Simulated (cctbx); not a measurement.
## Accept or mend?

Cell a = 9.3540 Å, b = 9.5970 Å, c = 9.8940 Å, α = 90.00°, β = 90.00°, γ = 90.00°; space group Immm (no. 71).

The data are simulated with cctbx, not measured: Cu Kα, λ = 1.54184 Å, to d = 0.83 Å, 50 % of the full sphere, strongest reflection 20000 counts, noise from counting, a 2 % proportional error and a noise floor of 15 counts (s.d.); no absorption.

An isotropic refinement with weights 1/σ² prints:

```text
Rint 0.024, 476 unique reflections to 0.83 A
cycle     R1     wR2    GooF  max shift (A)
   1  0.2744  0.5541  21.553   0.29365
  12  0.0192  0.0413   1.607   0.00460
final R1 0.0218 wR2 0.0533 GooF 2.074  parameters 19  data/parameter 25.1
atom        x        y        z      Ueq    occ   su(xyz)  su(Uiso or U11)
Ho1    0.30252  0.50000  0.18072   0.0070  1.000  0.00008  0.0002
Ho2    0.77855  0.18350  0.00000   0.0066  1.000  0.00008  0.0002
Ho3    0.50000  0.79682  0.23450   0.0053  1.000  0.00008  0.0002
Ga1    0.00000  0.50000  0.00000   0.0087  1.000  0.00000  0.0005
Ga2    0.50000  0.00000  0.00000   0.0106  1.000  0.00000  0.0006
Cu1    0.50000  0.36681  0.00000   0.0124  1.000  0.00025  0.0005
Cu2    0.00000  0.00000  0.87780   0.0178  1.000  0.00026  0.0006
Cu3    0.84214  0.36052  0.22651   0.7339  1.000  0.00429  0.0261
difference map: max 1.69 min -2.12 rms 0.45
Q1    0.0000  0.5000  0.4519    4    1.71  0.48 A from Ga2
Q2    0.0000  0.2595  0.2386    8    1.70  0.45 A from Ho3
Q3    0.0000  0.3284  0.3022    8    1.61  0.47 A from Ho3
Q4    0.1105  0.5000  0.0000    4    1.46  1.03 A from Ga1
Q5    0.0727  0.5000  0.3497    8    1.38  1.63 A from Ga2
Q6    0.0000  0.3322  0.5000    4    1.34  1.61 A from Ga2
```

**Question.** Can this result stand? If not, what is the likely fault?

Mend it. The fault: spurious atom: Cu3. Against the right model at the same level, R1 goes from 0.0158 to 0.0218 and GooF from 1.25 to 2.07 and Cu3 takes U = 0.73 Å². A site with no density behind it hides by a very large U or drifts. The fit had not settled when the cycles ran out.

The compound is Ho6GaCu2. The right model at the same level gives:

```text
Rint 0.024, 476 unique reflections to 0.83 A
cycle     R1     wR2    GooF  max shift (A)
   1  0.2091  0.4098  15.872   0.08538
   2  0.0158  0.0322   1.249   0.00001
final R1 0.0158 wR2 0.0322 GooF 1.249  parameters 15  data/parameter 31.7
atom        x        y        z      Ueq    occ   su(xyz)  su(Uiso or U11)
Ho1    0.30251  0.50000  0.18073   0.0070  1.000  0.00005  0.0001
Ho2    0.77856  0.18348  0.00000   0.0066  1.000  0.00005  0.0001
Ho3    0.50000  0.79683  0.23451   0.0053  1.000  0.00005  0.0001
Ga1    0.00000  0.50000  0.00000   0.0087  1.000  0.00000  0.0003
Ga2    0.50000  0.00000  0.00000   0.0106  1.000  0.00000  0.0003
Cu1    0.50000  0.36685  0.00000   0.0123  1.000  0.00015  0.0003
Cu2    0.00000  0.00000  0.87791   0.0178  1.000  0.00016  0.0003
difference map: max 1.33 min -1.20 rms 0.27
Q1    0.0000  0.2610  0.2387    8    1.42  0.43 A from Ho3
Q2    0.0496  0.1343  0.5000    8    1.33  0.46 A from Cu1
Q3    0.0000  0.3271  0.3004    8    1.29  0.45 A from Ho3
Q4    0.0541  0.0000  0.1178    8    1.27  0.51 A from Cu2
Q5    0.1944  0.0000  0.3784    8    1.07  0.59 A from Ho1
Q6    0.1614  0.1608  0.0000    8    1.03  0.60 A from Ho2
```

The model is made up (kin elements in a known structure type, no relaxation), so it says nothing on whether the phase exists.

[Middle refinement cycles are left out of these outputs.]

[Logs are printed without paths, hosts, clocks, repeated set-up lines and the standing remarks that a program may print on its own settings, such as how far it seeks lower states.]
